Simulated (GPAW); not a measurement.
# TiPt3: optical spectrum from first principles

Aim: the dielectric function of TiPt3, and the optical constants that follow from it. The cell comes from an older database entry, whose edges can differ from later determinations, mostly by under a per cent.

Method: DFT, PBE, plane-wave PAW (GPAW data sets), scalar-relativistic, RPA, optical limit, in GPAW 26.7.0.

Report form: the programs' logs are mostly left out.

The database entry behind the starting cell is an old determination (1943), so it need not match the best structure at ambient conditions.

## Step 1: The structure

Symmetry: Pm-3m, No. 221, cubic system. The conventional cell has a = 3.897 Å, b = 3.897 Å, c = 3.897 Å, α = 90.00°, β = 90.00°, γ = 90.00°. Nearest to Pt lie 8 Pt at 2.76 Å and 4 Ti at 2.76 Å. Nearest to Ti lie 12 Pt at 2.76 Å. Farther neighbours are not listed.

## Step 2: Ground state

First the ground state: is it a metal or has it a gap?

This step: DFT, PBE, plane-wave PAW (GPAW data sets), scalar-relativistic, ground state (GPAW 26.7.0).

The input, gs.py:

```python
from ase import Atoms
from ase.dft.bandgap import bandgap
from gpaw import GPAW, PW, FermiDirac

atoms = Atoms(['Pt', 'Pt', 'Pt', 'Ti'],
              cell=[[3.897000000000, 0.000000000000, 0.000000000000],
                    [0.000000000000, 3.897000000000, 0.000000000000],
                    [0.000000000000, 0.000000000000, 3.897000000000]],
              scaled_positions=[[0.500000000000, 0.500000000000, 0.000000000000],
                                [0.500000000000, 0.000000000000, 0.500000000000],
                                [0.000000000000, 0.500000000000, 0.500000000000],
                                [0.000000000000, 0.000000000000, 0.000000000000]],
              pbc=[True, True, True])
atoms.calc = GPAW(mode=PW(500), xc='PBE', kpts={'size': (6, 6, 6), 'gamma': True},
                  occupations=FermiDirac(0.05), maxiter=150, txt='gs.txt')
print('energy (eV)', atoms.get_potential_energy())
print('Fermi level (eV)', atoms.calc.get_fermi_level())
print('valence electrons', atoms.calc.get_number_of_electrons())
print('gap (eV)', bandgap(atoms.calc, output=None)[0])
print('direct gap (eV)', bandgap(atoms.calc, direct=True, output=None)[0])
atoms.calc.write('gs.gpw')
```

Launch:

```console
$ OMP_NUM_THREADS=1 python gs.py
```

Elapsed: 31 s, on 1 thread of Arm Neoverse V1, shared host; peak memory 0.17 GiB.

This step gave:

| Property | Result |
| --- | --- |
| energy | -29.25 eV |
| Fermi energy | 12.61 eV |
| electrons | 60 |

There are states at the Fermi level within the smearing, so the occupations stay smeared and the carriers get a Drude term.

## Step 3: Bands for the response

The response needs many more empty bands than the density does.

This step: DFT, PBE, plane-wave PAW (GPAW data sets), scalar-relativistic, bands at fixed density (GPAW 26.7.0).

The input, nscf.py:

```python
from ase.dft.bandgap import bandgap
from gpaw import GPAW, FermiDirac

calc = GPAW('gs.gpw').fixed_density(kpts={'size': (11, 11, 11), 'gamma': True}, nbands=65, convergence={'bands': 59},
                                    occupations=FermiDirac(0.05), txt='nscf.txt')
print('gap (eV)', bandgap(calc, output=None)[0])
print('direct gap (eV)', bandgap(calc, direct=True, output=None)[0])
print('top band over the Fermi level (eV)', min(calc.get_eigenvalues(kpt=k)[58] for k in range(len(calc.get_ibz_k_points()))) - calc.get_fermi_level())
calc.write('full.gpw', mode='all')
```

Launch:

```console
$ OMP_NUM_THREADS=1 python nscf.py
```

The job ended after 2 min (1 thread; peak memory 0.27 GiB).

## Step 4: Dielectric function, RPA

Transitions between filled and empty bands, summed over the zone, give the optical response, so mesh, band count and broadening shape it.

The induced potential is part of this response.

This step: DFT, PBE, plane-wave PAW (GPAW data sets), scalar-relativistic, RPA, optical limit (GPAW 26.7.0).

The input, df.py:

```python
from gpaw.response.df import DielectricFunction

df = DielectricFunction('full.gpw', frequencies={'type': 'nonlinear', 'domega0': 0.03, 'omega2': 8},
                        ecut=50,
                        eta=0.15,
                        nbands=59,
                        rate=0.05,
                        txt='df.txt')
for direction in ['x']:
    df.get_dielectric_function(xc='RPA', direction=direction, filename=f'df_{direction}.csv')
```

Launch:

```console
$ OMP_NUM_THREADS=1 python df.py
```

The job ended after 36 s (1 thread; peak memory 0.33 GiB).

Some rows of df_x.csv (energy; Re and Im without local fields; Re and Im with them):

```text
0.000000, 1530.860949, 0.000000, 1530.510405, 0.000000
0.460735, 27.800879, 25.496774, 27.415197, 25.470666
0.943989, 29.246158, 29.066596, 28.871422, 28.989202
1.451455, 24.557209, 25.228215, 24.101827, 25.125994
1.984998, 13.502733, 34.360799, 13.050359, 34.029371
2.546682, 2.864824, 36.386759, 2.492557, 35.838977
3.138794, -7.761322, 21.501326, -7.628151, 21.077952
3.763875, -7.942182, 13.536683, -7.843764, 13.230038
4.424758, -5.976778, 8.431902, -5.813353, 8.293493
5.124608, -3.745498, 6.510279, -3.614486, 6.451252
5.866977, -2.562039, 5.330509, -2.517639, 5.341329
6.655862, -1.453011, 4.643410, -1.401437, 4.624155
7.495775, -1.080430, 4.416140, -1.076685, 4.426266
8.391833, -0.950620, 3.971502, -0.956671, 4.034667
9.349861, -0.868740, 3.709011, -0.920860, 3.732422
10.376517, -1.243515, 2.544726, -1.360998, 2.584153
11.479449, -0.457455, 2.058603, -0.603970, 2.029171
12.667487, -0.070754, 2.112597, -0.202171, 1.994823
13.950874, -0.065438, 1.726429, -0.157497, 1.606807
```

Sum at mesh points, not converged in k. Im ε, E ∥ x against photon energy; read off at these points:

| photon energy (eV) | Im ε, E ∥ x |
| --- | --- |
| 0.500 | 25.6 |
| 0.750 | 25.6 |
| 1.000 | 29.3 |
| 1.250 | 26.8 |
| 1.500 | 25.9 |
| 1.750 | 33.5 |
| 1.876 | 36.1 |
| 2.000 | 33.8 |
| 2.250 | 32.9 |
| 2.500 | 36.2 |
| 2.750 | 32.9 |
| 3.000 | 24.2 |
| 3.250 | 20.4 |
| 3.500 | 17.0 |
| 3.750 | 13.4 |
| 4.000 | 11.5 |
| 4.250 | 9.38 |
| 4.500 | 7.93 |
| 4.750 | 7.21 |
| 5.000 | 6.70 |
| 5.250 | 6.18 |
| 5.500 | 5.43 |
| 5.750 | 5.61 |
| 6.000 | 5.07 |
| 6.250 | 4.56 |
| 6.500 | 4.56 |
| 6.750 | 4.51 |
| 7.000 | 4.40 |
| 7.250 | 4.28 |
| 7.500 | 4.42 |
| 7.750 | 4.15 |
| 8.000 | 3.84 |
| 8.250 | 3.99 |
| 8.500 | 4.03 |
| 8.750 | 3.50 |
| 9.000 | 3.23 |
| 9.250 | 3.60 |
| 9.500 | 3.52 |
| 9.750 | 3.06 |
| 10.000 | 2.87 |
| 10.250 | 2.86 |
| 10.500 | 2.32 |
| 10.750 | 2.20 |
| 11.000 | 2.05 |
| 11.250 | 2.02 |
| 11.500 | 2.01 |
| 11.750 | 1.89 |
| 12.000 | 1.91 |
| 12.250 | 1.75 |
| 12.500 | 1.82 |
| 12.750 | 1.97 |
| 13.000 | 1.70 |
| 13.250 | 1.62 |
| 13.500 | 1.68 |
| 13.750 | 1.70 |

Values under 1 per cm are given as 1; sum at mesh points, not converged in k. Absorption coefficient, E ∥ x against photon energy:

| photon energy (eV) | absorption coefficient, E ∥ x (1/cm) |
| --- | --- |
| 0.492 | 1.1e5 |
| 1.010 | 2.6e5 |
| 1.486 | 3.5e5 |
| 1.985 | 6.9e5 |
| 2.508 | 1.0e6 |
| 3.018 | 1.3e6 |
| 3.510 | 1.3e6 |
| 3.980 | 1.3e6 |
| 4.516 | 1.2e6 |
| 4.981 | 1.2e6 |
| 5.515 | 1.2e6 |
| 6.021 | 1.2e6 |
| 6.494 | 1.2e6 |
| 6.985 | 1.2e6 |
| 7.496 | 1.3e6 |
| 8.026 | 1.3e6 |
| 8.516 | 1.4e6 |
| 9.023 | 1.3e6 |
| 9.483 | 1.5e6 |
| 10.026 | 1.5e6 |
| 10.519 | 1.5e6 |
| 11.029 | 1.4e6 |
| 11.479 | 1.4e6 |
| 12.023 | 1.3e6 |
| 12.504 | 1.2e6 |
| 13.000 | 1.3e6 |
| 13.512 | 1.3e6 |

Sum at mesh points, not converged in k. The loss function −Im 1/ε at q → 0, E ∥ x by energy loss; read off at these points:

| energy loss (eV) | loss function −Im 1/ε at q → 0, E ∥ x |
| --- | --- |
| 0.500 | 0.0174 |
| 0.750 | 0.0152 |
| 1.000 | 0.0184 |
| 1.250 | 0.0213 |
| 1.500 | 0.0199 |
| 1.750 | 0.0206 |
| 2.000 | 0.0259 |
| 2.250 | 0.0273 |
| 2.500 | 0.0272 |
| 2.750 | 0.0297 |
| 3.000 | 0.0367 |
| 3.250 | 0.0436 |
| 3.500 | 0.0461 |
| 3.750 | 0.0554 |
| 4.000 | 0.0618 |
| 4.250 | 0.0716 |
| 4.500 | 0.0859 |
| 4.750 | 0.102 |
| 5.000 | 0.111 |
| 5.250 | 0.122 |
| 5.500 | 0.146 |
| 5.750 | 0.148 |
| 6.000 | 0.161 |
| 6.250 | 0.185 |
| 6.500 | 0.200 |
| 6.750 | 0.201 |
| 7.000 | 0.214 |
| 7.250 | 0.221 |
| 7.500 | 0.213 |
| 7.750 | 0.223 |
| 8.000 | 0.242 |
| 8.250 | 0.239 |
| 8.500 | 0.229 |
| 8.750 | 0.254 |
| 9.000 | 0.288 |
| 9.250 | 0.268 |
| 9.500 | 0.252 |
| 9.750 | 0.279 |
| 10.000 | 0.305 |
| 10.250 | 0.293 |
| 10.500 | 0.335 |
| 10.750 | 0.392 |
| 11.000 | 0.416 |
| 11.250 | 0.455 |
| 11.500 | 0.456 |
| 11.750 | 0.502 |
| 12.000 | 0.496 |
| 12.250 | 0.549 |
| 12.342 | 0.573 |
| 12.500 | 0.548 |
| 12.750 | 0.496 |
| 13.000 | 0.566 |
| 13.250 | 0.609 |
| 13.339 | 0.617 |
| 13.500 | 0.595 |
| 13.750 | 0.584 |

Sum at mesh points, not converged in k. The reflectivity at normal incidence, E ∥ x by photon energy; read off at these points:

| photon energy (eV) | reflectivity at normal incidence, E ∥ x (%) |
| --- | --- |
| 0.500 | 54.6 |
| 0.750 | 55.3 |
| 1.000 | 55.9 |
| 1.250 | 54.2 |
| 1.500 | 54.0 |
| 1.750 | 57.3 |
| 2.000 | 57.9 |
| 2.250 | 57.7 |
| 2.500 | 61.2 |
| 2.750 | 63.9 |
| 2.898 | 64.6 |
| 3.000 | 64.1 |
| 3.250 | 61.6 |
| 3.500 | 63.3 |
| 3.750 | 61.8 |
| 4.000 | 60.9 |
| 4.250 | 59.9 |
| 4.500 | 57.2 |
| 4.750 | 53.4 |
| 5.000 | 52.0 |
| 5.250 | 50.2 |
| 5.500 | 46.8 |
| 5.750 | 45.3 |
| 6.000 | 44.7 |
| 6.250 | 41.6 |
| 6.500 | 38.2 |
| 6.750 | 38.2 |
| 7.000 | 35.8 |
| 7.250 | 35.0 |
| 7.500 | 35.6 |
| 7.750 | 36.0 |
| 8.000 | 34.7 |
| 8.250 | 33.5 |
| 8.500 | 35.7 |
| 8.641 | 36.7 |
| 8.750 | 35.9 |
| 9.000 | 32.4 |
| 9.250 | 31.3 |
| 9.500 | 36.0 |
| 9.750 | 36.1 |
| 10.000 | 34.2 |
| 10.250 | 36.2 |
| 10.376 | 37.9 |
| 10.500 | 37.1 |
| 10.750 | 32.2 |
| 11.000 | 32.2 |
| 11.250 | 28.2 |
| 11.500 | 28.4 |
| 11.750 | 25.8 |
| 12.000 | 26.1 |
| 12.250 | 24.7 |
| 12.500 | 20.7 |
| 12.750 | 24.0 |
| 12.916 | 24.8 |
| 13.000 | 24.2 |
| 13.250 | 21.3 |
| 13.500 | 19.5 |
| 13.750 | 20.8 |

Sum at mesh points, not converged in k. Im ε, E ∥ x against photon energy; read off at these points:

| photon energy (eV) | without local fields | with local fields |
| --- | --- | --- |
| 0.500 | 25.6 | 25.6 |
| 0.750 | 25.7 | 25.6 |
| 1.000 | 29.3 | 29.3 |
| 1.250 | 26.9 | 26.8 |
| 1.500 | 26.0 | 25.9 |
| 1.750 | 33.7 | 33.5 |
| 1.876 | 36.4 | 36.1 |
| 2.000 | 34.1 | 33.8 |
| 2.250 | 33.3 | 32.9 |
| 2.500 | 36.8 | 36.2 |
| 2.750 | 33.7 | 32.9 |
| 3.000 | 24.7 | 24.2 |
| 3.250 | 20.8 | 20.4 |
| 3.500 | 17.3 | 17.0 |
| 3.750 | 13.7 | 13.4 |
| 4.000 | 11.8 | 11.5 |
| 4.250 | 9.56 | 9.38 |
| 4.500 | 8.07 | 7.93 |
| 4.750 | 7.33 | 7.21 |
| 5.000 | 6.76 | 6.70 |
| 5.250 | 6.23 | 6.18 |
| 5.500 | 5.44 | 5.43 |
| 5.750 | 5.59 | 5.61 |
| 6.000 | 5.07 | 5.07 |
| 6.250 | 4.58 | 4.56 |
| 6.500 | 4.58 | 4.56 |
| 6.750 | 4.52 | 4.51 |
| 7.000 | 4.39 | 4.40 |
| 7.250 | 4.26 | 4.28 |
| 7.500 | 4.41 | 4.42 |
| 7.750 | 4.14 | 4.15 |
| 8.000 | 3.83 | 3.84 |
| 8.250 | 3.94 | 3.99 |
| 8.500 | 3.97 | 4.03 |
| 8.750 | 3.45 | 3.50 |
| 9.000 | 3.20 | 3.23 |
| 9.250 | 3.57 | 3.60 |
| 9.500 | 3.50 | 3.52 |
| 9.750 | 3.02 | 3.06 |
| 10.000 | 2.83 | 2.87 |
| 10.250 | 2.81 | 2.86 |
| 10.500 | 2.30 | 2.32 |
| 10.750 | 2.19 | 2.20 |
| 11.000 | 2.04 | 2.05 |
| 11.250 | 2.03 | 2.02 |
| 11.500 | 2.04 | 2.01 |
| 11.750 | 1.93 | 1.89 |
| 12.000 | 1.96 | 1.91 |
| 12.250 | 1.83 | 1.75 |
| 12.500 | 1.93 | 1.82 |
| 12.750 | 2.09 | 1.97 |
| 13.000 | 1.82 | 1.70 |
| 13.250 | 1.74 | 1.62 |
| 13.500 | 1.79 | 1.68 |
| 13.750 | 1.81 | 1.70 |

At chosen wavelengths:

| wavelength (nm) | n | k | R (%) | 1/α |
| --- | --- | --- | --- | --- |
| 1550 | 6.05 | 2.212 | 55.7 | 56 nm |
| 1064 | 5.50 | 2.498 | 54.6 | 34 nm |
| 633 | 5.04 | 3.433 | 58.2 | 15 nm |
| 532 | 4.78 | 3.573 | 58.6 | 12 nm |
| 450 | 3.76 | 4.364 | 63.9 | 8.2 nm |
| 405 | 2.80 | 4.020 | 63.4 | 8.0 nm |
| 365 | 2.47 | 3.826 | 63.0 | 7.6 nm |

A polished face would reflect 58 % of daylight and look light grey (CIE x = 0.305, y = 0.319 under D65).

## Step 5: Outcome

In words: At this level (PBE, RPA) TiPt3 is a metal. The mesh is too coarse to trust the carriers' weight, the reflectivity or the colour to better than tens of per cent. A polished face would reflect 58 % of daylight and look light grey (CIE x = 0.305, y = 0.319 under D65). The carriers' damping of 0.05 eV is typed, not computed; it shapes the response at the lowest energies. Spin-orbit coupling is left out although heavy atoms are present. In this version of GPAW the matrix elements of the optical limit are incomplete, which can lower ε − 1 by up to a tenth where first-row anions or d states rule, and shift it by more in d metals. GPAW's carrier term has the form −ωp²/(ω + i·rate)², which damps like twice the rate and fails at low energy, so the curves leave the lowest energies out. The sum runs over mesh points 0.15 Å⁻¹ apart with no interpolation, so peaks are partly noise of the mesh, and the Drude plasma energy, a sum over the Fermi surface, isn't converged.

[Machine, clock and banner lines and Python warnings are left out of the logs.]

[Logs are printed without paths, hosts, clocks, repeated set-up lines and the standing remarks that a program may print on its own settings, such as how far it seeks lower states.]

[Hosts, paths, dates, database ids (printed as entryN), source tags and the programs' standing remarks are cut or masked in the printed files.]
